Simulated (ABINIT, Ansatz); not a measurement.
# Tl (Thallium): from the cell to the phonon bands, part 2 of 4

How does Tl (Thallium) vibrate, and is this structure a minimum?

ABINIT 10.8.3; DFT PBEsol, scalar-relativistic, plane waves, PseudoDojo norm-conserving pseudopotentials.

So far. Step 3 (Relaxation): The volume changes by +0.1 % in this run and stands +0.1 % from the first cell. The relaxed cell has a = 3.460, c = 5.515 Å (conventional setting).

### Step 5. Linear response at Γ

At q = 0 one unit cell holds all displacements. The response is solved for single atoms along the cell's directions, and symmetry skips those that follow from others. The crystal is treated as a metal, which screens a static field, so no field response is asked.

dfpt_gamma.abi reads:

```

# common to the responses
getwfk_filepath "gso_WFK"
kptopt 2
nqpt 1
qpt 0.0 0.0 0.0
asr 0
chneut 0

# displacements
rfphon 1
rfatpol 1 2
rfdir 1 1 1
tolvrs 1.0d-10
prtwf 0
prtpot 1

# basis, mesh and filling
ecut 27.0
ngkpt 9 9 6
nshiftk 1
shiftk 0.0 0.0 0.0
istwfk *1
occopt 7
tsmear 0.01
nband 20
nstep 100
diemac 1000000.0
prtebands 0
prtgsr 0

# cell and atoms
acell 6.539351014 6.539351014 10.42133161
rprim 
    1.0 0.0 0.0
    -0.5 0.8660254038 0.0
    0.0 0.0 1.0
ntypat 1
znucl 81
natom 2
typat 1 1
xred 
    1/3 2/3 0.25
    2/3 1/3 0.75
pp_dirpath "./pseudo"
pseudos "Tl.upf"
```

Launch:

```bash
$ OMP_NUM_THREADS=1 mpirun -n 16 abinit dfpt_gamma.abi > dfpt_gamma.log
```

Numbers of over 12 decimals in the logs are rounded to 6 here.

dfpt_gamma.abo, the main output file:

```text
[banners, grids, parts of the stress and lines that vanish by symmetry left out]
- input  file    -> dfpt_gamma.abi
- output file    -> dfpt_gamma.abo
- root for input  files -> dfpt_gammai
- root for output files -> dfpt_gammao

 Symmetries : space group P6_3/m m c (#194); Bravais hP (primitive hexag.)
================================================================================
 Values of the parameters that define the memory need of the present run (RF).
     intxc =       0      iscf =       7    lmnmax =       6     lnmax =       6
     mgfft =      50  mpssoang =       3    mqgrid =    3001     natom =       2
  nloc_mem =       1    nspden =       1   nspinor =       1    nsppol =       1
      nsym =      24    n1xccc =    2501    ntypat =       1    occopt =       7
   xclevel =       2
-    mband =          20        mffmem =           1         mkmem =          16
-   mkqmem =          16        mk1mem =          16           mpw =        2616
      nfft =       51200          nkpt =         244
- my_mband =          20
================================================================================
================================================================================

--------------------------------------------------------------------------------
------------- Echo of variables that govern the present computation ------------
--------------------------------------------------------------------------------
-
- outvars: echo of selected default values
-   iomode0 =  0 , fftalg0 =312 , wfoptalg0 =  0
-
- outvars: echo of global parameters not present in the input file
-  max_nthreads =    1
-
 -outvars: echo values of preprocessed input variables
 [... echo left out ...]
================================================================================

 chkinp: Checking input parameters for consistency.

[...]
== DATASET  1 ==================================================================
-   mpi_nproc: 16, omp_nthreads: 1 (-1 if OMP is not activated)

--- !DatasetInfo
iteration_state: {dtset: 1, }
dimensions: {natom: 2, nkpt: 244, mband: 20, nsppol: 1, nspinor: 1, nspden: 1, mpw: 2616, }
cutoff_energies: {ecut:  27.0, pawecutdg:  -1.0, }
electrons: {nelect:   2.60000000E+01, charge:   0.00000000E+00, occopt:   7.00000000E+00, tsmear:   1.00000000E-02, }
meta: {optdriver: 1, rfphon: 1, }
...

 mkfilename: getwfk from: gso_WFK

 Real(R)+Recip(G) space primitive vectors, cartesian coordinates (Bohr,Bohr^-1):
 R(1)=  6.5393510  0.0000000  0.0000000  G(1)=  0.1529204  0.0882886  0.0000000
 R(2)= -3.2696755  5.6632441  0.0000000  G(2)=  0.0000000  0.1765772  0.0000000
 R(3)=  0.0000000  0.0000000 10.4213316  G(3)=  0.0000000  0.0000000  0.0959570
 Unit cell volume ucvol=  3.8594298E+02 bohr^3
 Angles (23,13,12)=  9.00000000E+01  9.00000000E+01  1.20000000E+02 degrees
 setup1 : take into account q-point for computing boxcut.

 getcut: wavevector=  0.0000  0.0000  0.0000  ngfft=  32  32  50
         ecut(hartree)=     27.000   => boxcut(ratio)=   2.05116

--- Pseudopotential description ------------------------------------------------
- pspini: atom type   1  psp file is ./pseudo/Tl.upf

   1.93666422E+03                                ecore*ucvol(ha*bohr**3)
--------------------------------------------------------------------------------

 ==>  initialize data related to q vector <==

 The list of irreducible perturbations for this q vector is:
    1)    idir= 1    ipert=   1
    2)    idir= 3    ipert=   1

[...]
The perturbation idir=   2  ipert=   1 is
 symmetric of a previously calculated perturbation.
 So, its SCF calculation is not needed.

 The perturbation idir=   1  ipert=   2 is
 symmetric of a previously calculated perturbation.
 So, its SCF calculation is not needed.

 The perturbation idir=   2  ipert=   2 is
 symmetric of a previously calculated perturbation.
 So, its SCF calculation is not needed.

 The perturbation idir=   3  ipert=   2 is
 symmetric of a previously calculated perturbation.
 So, its SCF calculation is not needed.

--------------------------------------------------------------------------------
 Perturbation wavevector (in red.coord.)   0.000000  0.000000  0.000000
 Perturbation : displacement of atom   1   along direction   1
 Found     2 symmetries that leave the perturbation invariant.

[...]
dfpt_looppert : total number of electrons, from k and k+q
  fully or partially occupied states are    2.600000E+01 and    2.600000E+01.
 Initialisation of the first-order wave-functions :
  ireadwf=   0

--- !BeginCycle
iteration_state: {dtset: 1, }
solver: {iscf: 7, nstep: 100, nline: 4, wfoptalg: 0, }
tolerances: {tolvrs: 1.00E-10, }
...

     iter   2DEtotal(Ha)        deltaE(Ha) residm    vres2
-ETOT  1   2.215992     -6.711E+03 1.174E+01 1.278E+02
 ETOT  2  0.210035     -2.006E+00 2.853E-02 4.696E+01
 ETOT  3  0.178735     -3.130E-02 1.986E-04 1.106E+00
 ETOT  4  0.178496     -2.391E-04 1.661E-05 3.028E-01
 ETOT  5  0.178390     -1.060E-04 3.764E-07 3.251E-04
[...]
At SCF step   10       vres2   =  3.63E-12 < tolvrs=  1.00E-10 =>converged.
[...]
Mean square residual over all n,k,spin=   52.584E-17; max=  61.858E-14

 Thirteen components of 2nd-order total energy (hartree) are
 1,2,3: 0th-order hamiltonian combined with 1st-order wavefunctions
     kin0=   8.49033659E+03 eigvalue=   3.72446672E+02  local=  -4.77332112E+03
 4,5,6: 1st-order hamiltonian combined with 1st and 0th-order wfs
 loc psp =  -1.95799142E+03  Hartree=   5.76929233E+02     xc=  -1.11078954E+02
 note that "loc psp" includes a xc core correction that could be resolved
 7,8,9: eventually, occupation + non-local contributions
    edocc=   2.20813580E+01     enl0=   2.13561923E+03   enl1=  -1.14680346E+04
 1-9 gives the relaxation energy (to be shifted if some occ is /=2.0)
   erelax=  -6.71301300E+03
 10,11,12 Non-relaxation  contributions : frozen-wavefunctions and Ewald
 fr.local=   9.13913505E+02 fr.nonlo=   5.73377903E+03  Ewald=   1.20403042E+01
 13,14 Frozen wf xc core corrections (1) and (2)
 frxc 1  =  -3.07307880E+02  frxc 2 =   3.60766434E+02
 Resulting in :
 2DEtotal=    0.1783899442E+00 Ha. Also 2DEtotal=    0.485423767503E+01 eV
    (2DErelax=   -6.7130130031E+03 Ha. 2DEnonrelax=    6.7131913930E+03 Ha)
    (  non-var. 2DEtotal :    1.7838993056E-01 Ha)

[...]
Perturbation wavevector (in red.coord.)   0.000000  0.000000  0.000000
 Perturbation : displacement of atom   1   along direction   3
 Found     6 symmetries that leave the perturbation invariant.

--------------------------------------------------------------------------------

--------------------------------------------------------------------------------

 dfpt_looppert : total number of electrons, from k and k+q
  fully or partially occupied states are    2.600000E+01 and    2.600000E+01.
 Initialisation of the first-order wave-functions :
  ireadwf=   0

--- !BeginCycle
iteration_state: {dtset: 1, }
solver: {iscf: 7, nstep: 100, nline: 4, wfoptalg: 0, }
tolerances: {tolvrs: 1.00E-10, }
...

     iter   2DEtotal(Ha)        deltaE(Ha) residm    vres2
-ETOT  1   8.389775     -1.753E+04 2.481E+01 3.666E+02
[...]
ETOT 10   3.209269     -5.457E-11 6.702E-12 1.050E-10
 ETOT 11   3.209269      0.000E+00 8.326E-13 8.762E-12

 At SCF step   11       vres2   =  8.76E-12 < tolvrs=  1.00E-10 =>converged.
[...]
Mean square residual over all n,k,spin=   12.342E-16; max=  83.262E-14

 Thirteen components of 2nd-order total energy (hartree) are
 1,2,3: 0th-order hamiltonian combined with 1st-order wavefunctions
     kin0=   2.15986712E+04 eigvalue=   9.49897282E+02  local=  -1.21526597E+04
 4,5,6: 1st-order hamiltonian combined with 1st and 0th-order wfs
 loc psp =  -5.93872274E+03  Hartree=   1.93422045E+03     xc=  -2.87966315E+02
 note that "loc psp" includes a xc core correction that could be resolved
 7,8,9: eventually, occupation + non-local contributions
    edocc=   5.49784158E+01     enl0=   5.43578731E+03   enl1=  -2.91271345E+04
 1-9 gives the relaxation energy (to be shifted if some occ is /=2.0)
   erelax=  -1.75329286E+04
 10,11,12 Non-relaxation  contributions : frozen-wavefunctions and Ewald
 fr.local=   2.30252701E+03 fr.nonlo=   1.45613701E+04  Ewald=   5.36455972E+02
 13,14 Frozen wf xc core corrections (1) and (2)
 frxc 1  =  -7.80485553E+02  frxc 2 =   9.16270337E+02
 Resulting in :
 2DEtotal=    0.3209268680E+01 Ha. Also 2DEtotal=    0.873286496107E+02 eV
    (2DErelax=   -1.7532928614E+04 Ha. 2DEnonrelax=    1.7536137882E+04 Ha)
    (  non-var. 2DEtotal :    3.2092684587E+00 Ha)

[...]
---- first-order wavefunction calculations are completed ----

 ==> Compute Derivative Database <==

 [... matrices left out ...]
  Phonon wavevector (reduced coordinates) :  0.00000  0.00000  0.00000
 Phonon energies in Hartree :
  -2.982351E-06 -2.982350E-06 -2.198566E-06  1.497206E-04  1.497206E-04
   3.982893E-04
 Phonon frequencies in cm-1    :
- -6.545503E-01 -6.545501E-01 -4.825295E-01  3.285986E+01  3.285986E+01
-  8.741440E+01

== END DATASET(S) ==============================================================
================================================================================

 -outvars: echo values of variables after computation
            acell      6.5393510140E+00  6.5393510140E+00  1.0421331610E+01 Bohr
           etotal      3.2092686797E+00
            fcart      0.0000000000E+00  0.0000000000E+00  0.0000000000E+00
           strten      0.0000000000E+00  0.0000000000E+00  0.0000000000E+00
================================================================================
```

The job ended after 23 s (16 MPI ranks of Arm Neoverse V2, shared host; 6 min of CPU time).

This step gave:

```yaml
largest_acoustic_frequency_at_the_zone_centre_before_the_sum_rule: -0.65 cm⁻¹
highest_optical_zone_centre_mode_no_lo_to_term: 87.41 cm⁻¹
lowest_optical_zone_centre_mode: 32.86 cm⁻¹
```

The acoustic modes at Γ come out as far as 0.7 cm⁻¹ from zero, where they should vanish, a small numerical error.

### Step 6. Phonons on a q mesh

Linear response treats each wavevector of the 3×3×2 mesh in the unit cell; the first-order potentials are kept for the electron-phonon matrix elements.

dfpt_q.abi reads:

```
ndtset 5

# wavevectors
qpt1 0.3333333333 0.0 0.0
qpt2 0.3333333333 0.3333333333 0.0
qpt3 0.0 0.0 0.5
qpt4 0.3333333333 0.0 0.5
qpt5 0.3333333333 0.3333333333 0.5

# displacements
getwfk_filepath "gso_WFK"
getwfq_filepath "gso_WFK"
kptopt 3
nqpt 1
rfphon 1
rfatpol 1 2
rfdir 1 1 1
tolvrs 1.0d-10
prtwf 0
prtpot 1

# basis, mesh and filling
ecut 27.0
ngkpt 9 9 6
nshiftk 1
shiftk 0.0 0.0 0.0
istwfk *1
occopt 7
tsmear 0.01
nband 20
nstep 100
diemac 1000000.0
prtebands 0
prtgsr 0

# cell and atoms
acell 6.539351014 6.539351014 10.42133161
rprim 
    1.0 0.0 0.0
    -0.5 0.8660254038 0.0
    0.0 0.0 1.0
ntypat 1
znucl 81
natom 2
typat 1 1
xred 
    1/3 2/3 0.25
    2/3 1/3 0.75
pp_dirpath "./pseudo"
pseudos "Tl.upf"
```

Launch:

```bash
$ OMP_NUM_THREADS=1 mpirun -n 16 abinit dfpt_q.abi > dfpt_q.log
```

dfpt_q.abo, the main output file:

```text
[banners, grids, parts of the stress and lines that vanish by symmetry left out]
- input  file    -> dfpt_q.abi
- output file    -> dfpt_q.abo
- root for input  files -> dfpt_qi
[...]
DATASET    1 : space group P6_3/m m c (#194); Bravais hP (primitive hexag.)
[...]
nfft =       51200          nkpt =         486
[...]
DATASET    2 : space group P6_3/m m c (#194); Bravais hP (primitive hexag.)
[...]
nfft =       51200          nkpt =         486
[...]
DATASET    3 : space group P6_3/m m c (#194); Bravais hP (primitive hexag.)
[...]
nfft =       51200          nkpt =         486
[...]
DATASET    4 : space group P6_3/m m c (#194); Bravais hP (primitive hexag.)
[...]
nfft =       51200          nkpt =         486
[...]
DATASET    5 : space group P6_3/m m c (#194); Bravais hP (primitive hexag.)
[...]
nfft =       51200          nkpt =         486
[...]
== DATASET  1 ==================================================================
[...]
cutoff_energies: {ecut:  27.0, pawecutdg:  -1.0, }
[...]
Perturbation : displacement of atom   1   along direction   1
[...]
-ETOT  1   3.023955     -6.934E+03 1.170E+01 1.673E+02
 ETOT  2   1.125719     -1.898E+00 3.713E-02 5.798E+02
 ETOT  3   1.062034     -6.368E-02 6.650E-04 8.986E+01
 ETOT  4   1.055045     -6.989E-03 3.767E-05 5.763E+00
 ETOT  5   1.053890     -1.155E-03 8.265E-06 2.309E-02
[...]
At SCF step   12       vres2   =  5.49E-11 < tolvrs=  1.00E-10 =>converged.
[...]
Perturbation : displacement of atom   1   along direction   2
[...]
-ETOT  1   2.397951     -6.738E+03 1.144E+01 1.421E+02
[...]
At SCF step   10       vres2   =  3.71E-11 < tolvrs=  1.00E-10 =>converged.
[...]
Perturbation : displacement of atom   1   along direction   3
[...]
-ETOT  1   7.809276     -1.732E+04 2.524E+01 4.234E+02
[...]
At SCF step   12       vres2   =  7.34E-13 < tolvrs=  1.00E-10 =>converged.
[...]
Phonon wavevector (reduced coordinates) :  0.33333  0.00000  0.00000
 Phonon energies in Hartree :
[...]
Phonon frequencies in cm-1    :
-  1.907685E+01  2.994325E+01  4.334095E+01  5.821409E+01  6.603639E+01
-  7.154091E+01
[...]
== DATASET  2 ==================================================================
[...]
cutoff_energies: {ecut:  27.0, pawecutdg:  -1.0, }
[...]
Perturbation : displacement of atom   1   along direction   1
[...]
-ETOT  1   3.153451     -6.886E+03 1.157E+01 1.185E+02
[...]
At SCF step   12       vres2   =  6.39E-11 < tolvrs=  1.00E-10 =>converged.
[...]
Perturbation : displacement of atom   1   along direction   3
[...]
-ETOT  1   7.321939     -1.723E+04 2.525E+01 3.795E+02
[...]
Phonon wavevector (reduced coordinates) :  0.33333  0.33333  0.00000
 Phonon energies in Hartree :
[...]
Phonon frequencies in cm-1    :
-  4.680698E+01  4.900366E+01  4.900366E+01  6.324949E+01  6.453436E+01
-  6.453436E+01
[...]
== DATASET  3 ==================================================================
[...]
cutoff_energies: {ecut:  27.0, pawecutdg:  -1.0, }
[...]
Perturbation : displacement of atom   1   along direction   1
[...]
-ETOT  1   2.185944     -6.711E+03 1.193E+01 1.327E+02
[...]
Perturbation : displacement of atom   1   along direction   3
[...]
-ETOT  1   7.930887     -1.813E+04 2.544E+01 4.876E+03
[...]
Phonon wavevector (reduced coordinates) :  0.00000  0.00000  0.50000
 Phonon energies in Hartree :
[...]
Phonon frequencies in cm-1    :
-  2.082429E+01  2.082429E+01  2.082429E+01  2.082429E+01  5.496299E+01
-  5.496299E+01
[...]
== DATASET  4 ==================================================================
[...]
cutoff_energies: {ecut:  27.0, pawecutdg:  -1.0, }
[...]
Perturbation : displacement of atom   1   along direction   1
[...]
-ETOT  1   3.008227     -6.904E+03 1.186E+01 1.342E+02
[...]
Perturbation : displacement of atom   1   along direction   2
[...]
-ETOT  1   2.351514     -6.738E+03 1.152E+01 1.298E+02
[...]
Perturbation : displacement of atom   1   along direction   3
[...]
-ETOT  1   7.701124     -1.742E+04 2.544E+01 3.598E+02
[...]
Phonon wavevector (reduced coordinates) :  0.33333  0.00000  0.50000
 Phonon energies in Hartree :
[...]
Phonon frequencies in cm-1    :
-  3.163341E+01  3.163341E+01  3.907460E+01  3.907469E+01  7.201315E+01
-  7.201320E+01
[...]
== DATASET  5 ==================================================================
[...]
cutoff_energies: {ecut:  27.0, pawecutdg:  -1.0, }
[...]
Perturbation : displacement of atom   1   along direction   1
[...]
-ETOT  1   3.148839     -6.880E+03 1.173E+01 1.256E+02
[...]
At SCF step   12       vres2   =  1.32E-11 < tolvrs=  1.00E-10 =>converged.
[...]
Perturbation : displacement of atom   1   along direction   3
[...]
-ETOT  1   7.407624     -1.726E+04 2.550E+01 3.428E+02
[...]
ETOT  9   2.076011     -2.692E-10 2.061E-11 8.100E-10
 ETOT 10   2.076011      9.095E-11 2.396E-12 1.736E-11
 At SCF step   10       vres2   =  1.74E-11 < tolvrs=  1.00E-10 =>converged.
[...]
Phonon wavevector (reduced coordinates) :  0.33333  0.33333  0.50000
 Phonon energies in Hartree :
[...]
Phonon frequencies in cm-1    :
-  2.864036E+01  2.864036E+01  5.786330E+01  5.786330E+01  7.434616E+01
-  7.434616E+01
[...]
strten3     0.0000000000E+00  0.0000000000E+00  0.0000000000E+00
           
================================================================================
```

The job ended after 7 min (16 MPI ranks; 1.9 h of CPU time).

Numbers from this step:

```yaml
lowest_mode_on_the_q_mesh_acoustic_ones_at_the_zone_centre_apart: 19.08 cm⁻¹
```

Frequencies (cm⁻¹) before the sum rule at the irreducible wavevectors but Γ, which is solved apart; negative means imaginary. Frequencies by wavevector:

| q (fractions) | star | mode 1 | mode 2 | mode 3 | mode 4 | mode 5 | mode 6 |
| --- | --- | --- | --- | --- | --- | --- | --- |
| 0.3333 0 0 | 6 | 19.08 | 29.94 | 43.34 | 58.21 | 66.04 | 71.54 |
| 0.3333 0.3333 0 | 2 | 46.81 | 49 | 49 | 63.25 | 64.53 | 64.53 |
| 0 0 0.5 | 1 | 20.82 | 20.82 | 20.82 | 20.82 | 54.96 | 54.96 |
| 0.3333 0 0.5 | 6 | 31.63 | 31.63 | 39.07 | 39.07 | 72.01 | 72.01 |
| 0.3333 0.3333 0.5 | 2 | 28.64 | 28.64 | 57.86 | 57.86 | 74.35 | 74.35 |

(Part 2 of 4 ends here.)

[Host names and launcher messages were left out of these logs when they were recorded.]

[Logs are printed without paths, hosts, clocks, repeated set-up lines and the standing remarks that a program may print on its own settings, such as how far it seeks lower states.]

[Hosts, paths, dates, database ids (printed as entryN), source tags and the programs' standing remarks are cut or masked in the printed files.]
